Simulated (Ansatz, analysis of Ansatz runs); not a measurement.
# Local vibrational mode of the N-H pair in ZnO (PBE)

How near does this set-up come to the measured local vibrational mode? Subject: N-H pair in ZnO. Set-up: PBE, 72-site cell, PBE lattice, 300 eV, k: the single point 1/4 1/4 1/4. The model is a cell of 72 host atoms with N put on another atom's site and H put in between. The frequencies come from force constants among the defect atom and its neighbours, with the masses of the isotopes named. This set-up takes another basis size than the usual one.

Measured beforehand: N-H stretch, 1H: 3150.6 cm⁻¹, by FTIR absorption (quoted in “Hydrogen-related defects in hydrothermally grown ZnO studied by Fourier Transform Infrared Spectroscopy”, 2010, Halvard Haug, quoting earlier work (2007)). N-D stretch, 2H: 2339.7 cm⁻¹, by FTIR absorption (quoted in “Hydrogen-related defects in hydrothermally grown ZnO studied by Fourier Transform Infrared Spectroscopy”, 2010, Halvard Haug, quoting earlier work (2007)).

Main program and level: Ansatz 0.2.0; plane-wave PAW DFT, PBE; relaxation of all atoms of a defect supercell.

## 1. The structure

The cell holds 73 atoms: 36 Zn, 35 O, 1 N and 1 H. Its edges and angles: a = 9.812 Å, b = 9.812 Å, c = 10.538 Å, α = 90.0°, β = 90.0°, γ = 120.0°. It derives from ZnO (space group P6_3mc). Nearest the centre at fractional (0.502, 0.584, 0.424): H73 at 0.52 Å, N36 at 0.52 Å, Zn46 at 1.88 Å, Zn38 at 1.88 Å, Zn33 at 1.90 Å, Zn14 at 2.51 Å, O68 at 2.86 Å, O60 at 2.86 Å.

The host's primitive cell comes from a first run (plane-wave PAW DFT, PBE; relaxation of the host's cell and atoms): vectors of 3.271, 3.271 and 5.269 Å. That is 12.20 Å³ an atom, 2.5 % over the diffraction cell's volume. The supercell is built on it.

## 2. Relaxation, charge 0

Every later number rests on the structure around the defect, so the atoms are relaxed at the host's lattice first.

File relax/input.yaml:

```yaml
relax:
  f_tol: 0.01
  max_steps: 80
  random_displacement: { amplitude: 0.02, seed: 610 }
crystal:
  lattice:
    - [9.81164981, 0.0, 0.0]
    - [-4.9058249, 8.49713799, 0.0]
    - [0.0, 0.0, 10.53841351]
  atoms:
    - { symbol: Zn, position: [0.111111111, 0.222222222, 0.249839622] }
    - { symbol: Zn, position: [0.222222222, 0.111111111, -0.000160378] }
    - { symbol: O, position: [0.222222222, 0.111111111, 0.189665378] }
    - { symbol: O, position: [0.111111111, 0.222222222, 0.439665378] }
    - { symbol: Zn, position: [0.111111111, 0.222222222, 0.749839622] }
    - { symbol: Zn, position: [0.222222222, 0.111111111, 0.499839622] }
    - { symbol: O, position: [0.222222222, 0.111111111, 0.689665378] }
    - { symbol: O, position: [0.111111111, 0.222222222, 0.939665378] }
    - { symbol: Zn, position: [0.111111111, 0.555555556, 0.249839622] }
    - { symbol: Zn, position: [0.222222222, 0.444444444, -0.000160378] }
    - { symbol: O, position: [0.222222222, 0.444444444, 0.189665378] }
    - { symbol: O, position: [0.111111111, 0.555555556, 0.439665378] }
    - { symbol: Zn, position: [0.111111111, 0.555555556, 0.749839622] }
    - { symbol: Zn, position: [0.222222222, 0.444444444, 0.499839622] }
    - { symbol: O, position: [0.222222222, 0.444444444, 0.689665378] }
    - { symbol: O, position: [0.111111111, 0.555555556, 0.939665378] }
    - { symbol: Zn, position: [0.111111111, 0.888888889, 0.249839622] }
    - { symbol: Zn, position: [0.222222222, 0.777777778, -0.000160378] }
    - { symbol: O, position: [0.222222222, 0.777777778, 0.189665378] }
    - { symbol: O, position: [0.111111111, 0.888888889, 0.439665378] }
    - { symbol: Zn, position: [0.111111111, 0.888888889, 0.749839622] }
    - { symbol: Zn, position: [0.222222222, 0.777777778, 0.499839622] }
    - { symbol: O, position: [0.222222222, 0.777777778, 0.689665378] }
    - { symbol: O, position: [0.111111111, 0.888888889, 0.939665378] }
    - { symbol: Zn, position: [0.444444444, 0.222222222, 0.249839622] }
    - { symbol: Zn, position: [0.555555556, 0.111111111, -0.000160378] }
    - { symbol: O, position: [0.555555556, 0.111111111, 0.189665378] }
    - { symbol: O, position: [0.444444444, 0.222222222, 0.439665378] }
    - { symbol: Zn, position: [0.444444444, 0.222222222, 0.749839622] }
    - { symbol: Zn, position: [0.555555556, 0.111111111, 0.499839622] }
    - { symbol: O, position: [0.555555556, 0.111111111, 0.689665378] }
    - { symbol: O, position: [0.444444444, 0.222222222, 0.939665378] }
    - { symbol: Zn, position: [0.444444444, 0.555555556, 0.249839622] }
    - { symbol: Zn, position: [0.555555556, 0.444444444, -0.000160378] }
    - { symbol: O, position: [0.555555556, 0.444444444, 0.189665378] }
    - { symbol: "N", position: [0.444444444, 0.555555556, 0.439665378] }
    - { symbol: Zn, position: [0.444444444, 0.555555556, 0.749839622] }
    - { symbol: Zn, position: [0.555555556, 0.444444444, 0.499839622] }
    - { symbol: O, position: [0.555555556, 0.444444444, 0.689665378] }
    - { symbol: O, position: [0.444444444, 0.555555556, 0.939665378] }
    - { symbol: Zn, position: [0.444444444, 0.888888889, 0.249839622] }
    - { symbol: Zn, position: [0.555555556, 0.777777778, -0.000160378] }
    - { symbol: O, position: [0.555555556, 0.777777778, 0.189665378] }
    - { symbol: O, position: [0.444444444, 0.888888889, 0.439665378] }
    - { symbol: Zn, position: [0.444444444, 0.888888889, 0.749839622] }
    - { symbol: Zn, position: [0.555555556, 0.777777778, 0.499839622] }
    - { symbol: O, position: [0.555555556, 0.777777778, 0.689665378] }
    - { symbol: O, position: [0.444444444, 0.888888889, 0.939665378] }
    - { symbol: Zn, position: [0.777777778, 0.222222222, 0.249839622] }
    - { symbol: Zn, position: [0.888888889, 0.111111111, -0.000160378] }
    - { symbol: O, position: [0.888888889, 0.111111111, 0.189665378] }
    - { symbol: O, position: [0.777777778, 0.222222222, 0.439665378] }
    - { symbol: Zn, position: [0.777777778, 0.222222222, 0.749839622] }
    - { symbol: Zn, position: [0.888888889, 0.111111111, 0.499839622] }
    - { symbol: O, position: [0.888888889, 0.111111111, 0.689665378] }
    - { symbol: O, position: [0.777777778, 0.222222222, 0.939665378] }
    - { symbol: Zn, position: [0.777777778, 0.555555556, 0.249839622] }
    - { symbol: Zn, position: [0.888888889, 0.444444444, -0.000160378] }
    - { symbol: O, position: [0.888888889, 0.444444444, 0.189665378] }
    - { symbol: O, position: [0.777777778, 0.555555556, 0.439665378] }
    - { symbol: Zn, position: [0.777777778, 0.555555556, 0.749839622] }
    - { symbol: Zn, position: [0.888888889, 0.444444444, 0.499839622] }
    - { symbol: O, position: [0.888888889, 0.444444444, 0.689665378] }
    - { symbol: O, position: [0.777777778, 0.555555556, 0.939665378] }
    - { symbol: Zn, position: [0.777777778, 0.888888889, 0.249839622] }
    - { symbol: Zn, position: [0.888888889, 0.777777778, -0.000160378] }
    - { symbol: O, position: [0.888888889, 0.777777778, 0.189665378] }
    - { symbol: O, position: [0.777777778, 0.888888889, 0.439665378] }
    - { symbol: Zn, position: [0.777777778, 0.888888889, 0.749839622] }
    - { symbol: Zn, position: [0.888888889, 0.777777778, 0.499839622] }
    - { symbol: O, position: [0.888888889, 0.777777778, 0.689665378] }
    - { symbol: O, position: [0.777777778, 0.888888889, 0.939665378] }
    - { symbol: H, position: [0.560109001, 0.613387999, 0.408178378] }
basis:
  ecutwfc: 300
  xc_grid: 2
hamiltonian:
  xc: pbe
kpoints:
  mp_grid: { grid: [1, 1, 1], shift: [0.25, 0.25, 0.25] }
scf:
  occupations: { method: fermi_dirac, width: 0.01 }
  max_iter: 120
output:
  forces: true
checkpoint:
  write: "../relax.run"
  compress: false
  write_wavefunctions: true
  write_every: 100000
```

The run is started by

```
> ansatz run input.yaml --threads 2 --pin off --max-ram 4710MiB --backend cpu --events-out ev --progress --plain --runs-dir out
```

Numbers of over 12 decimals in the logs are rounded to 6 here.

The log of the run:

```text
[... repeated set-up lines and file paths are left out, and long positions are rounded to six places ...]
Warning: basis.ecutwfc = 300 eV is below the records' recommended 420 eV, and the density's cutoff is lower with it unless basis.ecutrho_ratio is high enough to keep the records' density cutoff: compare with a run at a higher cutoff
Engine: ansatz 0.2.0, aarch64-unknown-linux-gnu
Pseudopotentials: kind: paw
Pseudopotential: Zn, paw, valence charge 12, recommended cutoff 420 eV (normal), Zn.paw.azcp
Pseudopotential: O, paw, valence charge 6, recommended cutoff 420 eV (normal), O.paw.azcp
Pseudopotential: N, paw, valence charge 5, recommended cutoff 420 eV (normal), N.paw.azcp
Pseudopotential: H, paw, valence charge 1, recommended cutoff 420 eV (normal), H.paw.azcp
Functional definition: PBE
  parameter kappa = 0.804
  parameter beta = 0.066725
  exchange = pbe_x(kappa = kappa, mu = beta*pi^2/3)
  correlation = pbe_c(beta = beta)
Crystal: 73 atoms, lattice volume = 878.597 Å³
Basis set: ecut = 300 eV, 10385 PW (Γ), exchange–correlation on 120×120×120 points (8 copies of the dense FFT grid, shifted against one another)
Bands: 397, of which v1, the nominal top of the filled ones, is band 324 counted from 1 (323 counted from 0)
Symmetry: 1 space group operations
k-points: 1
Non-local potential: Zn, projectors of the file, l = 0: 2, l = 1: 2, l = 2: 3, l = 3: 1
Non-local potential: O, projectors of the file, l = 0: 2, l = 1: 2, l = 2: 1
Non-local potential: N, projectors of the file, l = 0: 2, l = 1: 2, l = 2: 1
Non-local potential: H, projectors of the file, l = 0: 2, l = 1: 1
PAW form: soft (Blöchl's): semilocal exchange-correlation on the pseudo side does not see the compensation charge
PAW one-centre angular grid: Zn, 590 points (default); XC on 64 Gauss nodes
PAW one-centre angular grid: O, 110 points (default); XC on 64 Gauss nodes
PAW one-centre angular grid: N, 110 points (default); XC on 64 Gauss nodes
PAW one-centre angular grid: H, 110 points (default); XC on 64 Gauss nodes
Initial density: superposition of atomic densities (neutral atoms: chi_scale 0, normalization atom), corrected by the library's trained network
Initial wavefunctions: pseudopotential atomic-orbital guess
Functional: x = pbe(κ = 0.804, μ = 0.219515), c = pbe(β = 0.066725)
SCF iter   1: F=—  HF=-139739.547880 eV  |F-HF|=—  |Δ(HF+E_count)|=         —  Δρ=1.69e-2  dr2=7.22e-1  ethr=1.77e-3  ⟨swp⟩=6.0  Hψ=1400  notcnv=0  defer=1
preconditioner: auto → Resta (q_TF=auto, 2.593 Å⁻¹)  ε∞=7.4  [insulator: Δε(μ)=2.253 eV  Ē_g=12.558 eV  σ=0.010 eV  W_gap=1.00  n_scr=242 (ndim 8)  ℏωp=31.9 eV  f_vac=0.041  D(μ)=0.00/eV (n_scr^D=0)  ε∞_Penn≈7.4]
SCF iter   2: F=—  HF=-139739.393039 eV  |F-HF|=—  |Δ(HF+E_count)|=   1.55e-1  Δρ=7.79e-3  dr2=1.64e-1  ethr=1.11e-4  ⟨swp⟩=2.0  Hψ=787  notcnv=0  defer=67
SCF iter   3: F=—  HF=-139739.441268 eV  |F-HF|=—  |Δ(HF+E_count)|=   4.82e-2  Δρ=3.63e-3  dr2=3.50e-2  ethr=2.52e-5  ⟨swp⟩=3.0  Hψ=625  notcnv=0  defer=67
SCF iter   4: F=—  HF=-139739.454419 eV  |F-HF|=—  |Δ(HF+E_count)|=   1.32e-2  Δρ=1.71e-3  dr2=1.25e-2  ethr=5.41e-6  ⟨swp⟩=2.0  Hψ=625  notcnv=0  defer=67
SCF iter   5: F=—  HF=-139739.451288 eV  |F-HF|=—  |Δ(HF+E_count)|=   3.13e-3  Δρ=2.10e-4  dr2=3.26e-4  ethr=1.93e-6  ⟨swp⟩=2.0  Hψ=625  notcnv=0  defer=67
SCF iter   6: F=—  HF=-139739.454023 eV  |F-HF|=—  |Δ(HF+E_count)|=   2.73e-3  Δρ=8.65e-5  dr2=6.66e-5  ethr=5.04e-8  ⟨swp⟩=3.0  Hψ=655  notcnv=0  defer=67
SCF iter   7: F=—  HF=-139739.454019 eV  |F-HF|=—  |Δ(HF+E_count)|=   3.92e-6  Δρ=2.86e-5  dr2=7.46e-6  ethr=1.03e-8  ⟨swp⟩=3.0  Hψ=620  notcnv=0  defer=67
SCF iter   8: F=-139739.454021 eV  HF=-139739.454021 eV  |F-HF|=1.11e-7  |Δ(HF+E_count)|=   2.15e-6  Δρ=9.57e-6  dr2=1.11e-6  ethr=3.86e-10  ⟨swp⟩=4.0  Hψ=1248  notcnv=0
SCF 1 converged in 8 iterations: F = -139739.454021 eV  dr2 = 1.11e-6
  greatest PAW one-centre occupation: 0.986 electrons in one spin orbital (limit 2), on the Zn atom at site 21 (counted from 0), in its partial waves of l = 2
relax step   1: F+E_penalty+E_count = -139739.45402091 eV  Δ(F+E_penalty+E_count) = +0.000e0 eV  max|allowed force component| = 1.107e0 eV/Å  Δτ_max = 0.0000 Å  (8 SCF iters, dr2 threshold 2.50e-6 eV, accepted)
[... the SCF cycles and remarks between the steps are left out from here to the last step ...]
relax step   2: F+E_penalty+E_count = -139739.78502045 eV  Δ(F+E_penalty+E_count) = -3.310e-1 eV  max|allowed force component| = 5.924e-1 eV/Å  Δτ_max = 0.0670 Å  (6 SCF iters, dr2 threshold 7.66e-5 eV, accepted)
relax step   3: F+E_penalty+E_count = -139739.74988028 eV  Δ(F+E_penalty+E_count) = +3.514e-2 eV  max|allowed force component| = 3.485e0 eV/Å  Δτ_max = 0.0659 Å  (6 SCF iters, dr2 threshold 2.19e-5 eV, rejected (line search))
relax step   4: F+E_penalty+E_count = -139739.88775664 eV  Δ(F+E_penalty+E_count) = -1.027e-1 eV  max|allowed force component| = 2.890e-1 eV/Å  Δτ_max = 0.0321 Å  (9 SCF iters, accepted)
relax step   5: F+E_penalty+E_count = -139739.94486694 eV  Δ(F+E_penalty+E_count) = -5.711e-2 eV  max|allowed force component| = 4.700e-2 eV/Å  Δτ_max = 0.1000 Å  (6 SCF iters, dr2 threshold 1.99e-5 eV, accepted)
relax step   6: F+E_penalty+E_count = -139739.94604889 eV  Δ(F+E_penalty+E_count) = -1.182e-3 eV  max|allowed force component| = 6.489e-2 eV/Å  Δτ_max = 0.0575 Å  (8 SCF iters, dr2 threshold 1.38e-7 eV, accepted)
relax step   7: F+E_penalty+E_count = -139739.94666765 eV  Δ(F+E_penalty+E_count) = -6.188e-4 eV  max|allowed force component| = 7.202e-3 eV/Å  Δτ_max = 0.0176 Å  (7 SCF iters, dr2 threshold 2.63e-7 eV, accepted)
iter 1 solved again at ethr=2.61e-10 eV; its pass at ethr=3.10e-3 eV (dr2=1.69e-6 eV) is discarded
SCF iter   1: F=—  HF=-139739.943765 eV  |F-HF|=—  |Δ(HF+E_count)|=         —  Δρ=2.40e-5  dr2=1.88e-6  ethr=2.61e-10  ⟨swp⟩=3.0  Hψ=1427  notcnv=0  defer=67
SCF iter   2: F=—  HF=-139739.946668 eV  |F-HF|=—  |Δ(HF+E_count)|=   2.90e-3  Δρ=1.26e-5  dr2=7.24e-7  ethr=2.61e-10  ⟨swp⟩=3.0  Hψ=940  notcnv=0  defer=67
SCF iter   3: F=—  HF=-139739.946668 eV  |F-HF|=—  |Δ(HF+E_count)|=   7.54e-8  Δρ=7.03e-6  dr2=1.86e-7  ethr=1.12e-10  ⟨swp⟩=3.0  Hψ=649  notcnv=0  defer=67
SCF iter   4: F=-139739.946668 eV  HF=-139739.946668 eV  |F-HF|=8.88e-9  |Δ(HF+E_count)|=   1.96e-8  Δρ=4.46e-6  dr2=7.25e-8  ethr=1.54e-11  ⟨swp⟩=3.0  Hψ=830  notcnv=0
SCF 8 converged in 4 iterations: F = -139739.946668 eV  dr2 = 7.25e-8
relax step   8: F+E_penalty+E_count = -139739.94666765 eV  Δ(F+E_penalty+E_count) = +4.948e-10 eV  max|allowed force component| = 7.209e-3 eV/Å  Δτ_max = 0.0000 Å  (4 SCF iters, accepted)
NSCF: frozen V_eff on 1 k-points
the band table was solved once a step of the walk had ended and its energy, with any forces and stress, was formed, with the checks that follow a solve (1318 applications of the Hamiltonian). They found nothing against the state; [...]
SCF converged after 4 iterations
Free energy (F): -139739.946668 eV
Harris-Foulkes:  -139739.946668 eV  (|F-HF|=8.88e-9)
Internal energy: -139739.946668 eV  (E = F + TS)
E sigma→0 (E₀):  -139739.946668 eV
Fermi energy:    7.890499 eV
--- Per-component energies (eV) ---
  E_band       = 956.123796
  E_kinetic    = 11064.865929
  E_local      = -72626.780454  (includes V_loc(G=0)·N_el)
  E_nonlocal   = 24045.850020
  E_hartree    = 29848.479894
  E_xc         = -7574.578261
  E_vxc        = -5236.585463  (∫ρ·V_xc dr)
  E_paw        = -71683.164870  (= ΣΔE_a)
  E_vpaw       = -15988.434167  (= ΣTr[D̂ρ^β])
  E_aug_tail   = 0.269111  (compensation charges beyond the density's cutoff)
  E_ewald      = -52814.888037
  E_smearing   = -0.000000  (= −TS)
  E_closure    = -0.000000  (closes the sum)
  Σ components = -139739.946668   (vs F -139739.946668, Δ=0.00e0)
--- Forces (eV/Å), atoms counted from 1 ---
  atom   1  Zn     0.00103563    -0.00112286     0.00088575
  atom   2  Zn    -0.00039339     0.00013761     0.00038662
  [... 11 atoms left out ...]
  atom  14  Zn     0.00218031    -0.00367829    -0.00364133
  [... 18 atoms left out ...]
  atom  33  Zn     0.00312543    -0.00088450     0.00275134
  [... 1 atom left out ...]
  atom  35  O     -0.00431783     0.00139391     0.00292822
  atom  36  N     -0.00223079     0.00720932    -0.00413546
  [... 1 atom left out ...]
  atom  38  Zn     0.00200633    -0.00386604    -0.00127341
  [... 4 atoms left out ...]
  atom  43  O     -0.00041841    -0.00236754    -0.00040828
  [... 2 atoms left out ...]
  atom  46  Zn    -0.00364040     0.00214121    -0.00102596
  [... 13 atoms left out ...]
  atom  60  O     -0.00150359     0.00093915    -0.00202756
  [... 7 atoms left out ...]
  atom  68  O      0.00157223     0.00204863    -0.00247227
  [... 4 atoms left out ...]
  atom  73  H     -0.00118328    -0.00543742    -0.00099942
  max |Σ_I F_I| component: 3.59e-4 eV/Å
--- Band table (eV) ---
  k-point 0: bands = ["-10.9563", "-10.8467", "-10.8253", "-10.7898", [... 389 left out ...] "16.9022", "16.9157", "16.9496", "16.9721"]
--- Relaxed structure (8 steps of the walk, 7 accepted, 0 SCFs on fresh bases) ---
  F+E_penalty+E_count = -139739.94666765 eV   max|allowed force component| = 7.209e-3 eV/Å
  atoms:
    - { symbol: Zn, position: [0.108046, 0.219828, 0.249456] }
    - { symbol: Zn, position: [0.220513, 0.109846, 0.000113] }
    [... 11 atoms left out ...]
    - { symbol: Zn, position: [0.234678, 0.449704, 0.495243] }
    [... 18 atoms left out ...]
    - { symbol: Zn, position: [0.432251, 0.550631, 0.242371] }
    [... 1 atom left out ...]
    - { symbol: O, position: [0.552264, 0.443304, 0.187830] }
    - { symbol: N, position: [0.463925, 0.565781, 0.435806] }
    [... 1 atom left out ...]
    - { symbol: Zn, position: [0.550385, 0.431283, 0.508804] }
    [... 4 atoms left out ...]
    - { symbol: O, position: [0.552515, 0.777124, 0.187365] }
    [... 2 atoms left out ...]
    - { symbol: Zn, position: [0.550992, 0.785161, 0.507745] }
    [... 13 atoms left out ...]
    - { symbol: O, position: [0.775716, 0.552206, 0.441273] }
    [... 7 atoms left out ...]
    - { symbol: O, position: [0.776226, 0.889717, 0.440926] }
    [... 4 atoms left out ...]
    - { symbol: H, position: [0.578556, 0.619548, 0.401247] }
```

Wall time 4.3 min (2 threads of Arm Neoverse V1, shared host); peak memory 1.6 GiB.

Step by step:

```csv
step,energy less that of the first step (eV),largest force component (eV/Å)
1,0.0000,1.1070
2,-0.3310,0.5924
3,-0.2959,3.4852
4,-0.4337,0.2890
5,-0.4908,0.0470
6,-0.4920,0.0649
7,-0.4926,0.0072
8,-0.4926,0.0072
```

Relaxation step 3 was tried and not accepted.

The atoms that moved most (Å, from the sites as typed, ahead of the random displacement, the mean shift of all atoms taken out):

```csv
atom,dx,dy,dz,length
H73,0.153,0.054,-0.073,0.178
N36,0.143,0.089,-0.041,0.173
Zn38,0.016,-0.110,0.094,0.146
Zn46,-0.079,0.064,0.083,0.131
Zn33,-0.093,-0.040,-0.079,0.129
Zn14,0.099,0.046,-0.049,0.119
O11,-0.066,-0.035,-0.047,0.088
O39,0.022,-0.017,0.066,0.072
```

Neighbours of the ideal centre at the end:

```csv
atom,distance (Å)
N36,0.349
H73,0.691
Zn46,1.986
Zn38,1.998
Zn33,2.004
Zn14,2.395
O68,2.859
O60,2.860
```

Neighbours of the added atoms: H73: N36 1.04, Zn38 2.06, Zn33 2.09 Å.

This step gave:

```yaml
free_energy: -139739.9467 eV
```

The relaxation ends 6.7 meV an atom lower than the displaced start, with a largest force component of 0.0072 eV/Å.

(Continued in part 2 of 2.)

[Logs are printed without paths, hosts, clocks, repeated set-up lines and the standing remarks that a program may print on its own settings, such as how far it seeks lower states.]

[Hosts, paths, dates, database ids (printed as entryN), source tags and the programs' standing remarks are cut or masked in the printed files.]

[For some hosts the program warned that the k-mesh of the response run may be too coarse for force constants and the static dielectric constant; such warnings are not shown here.]
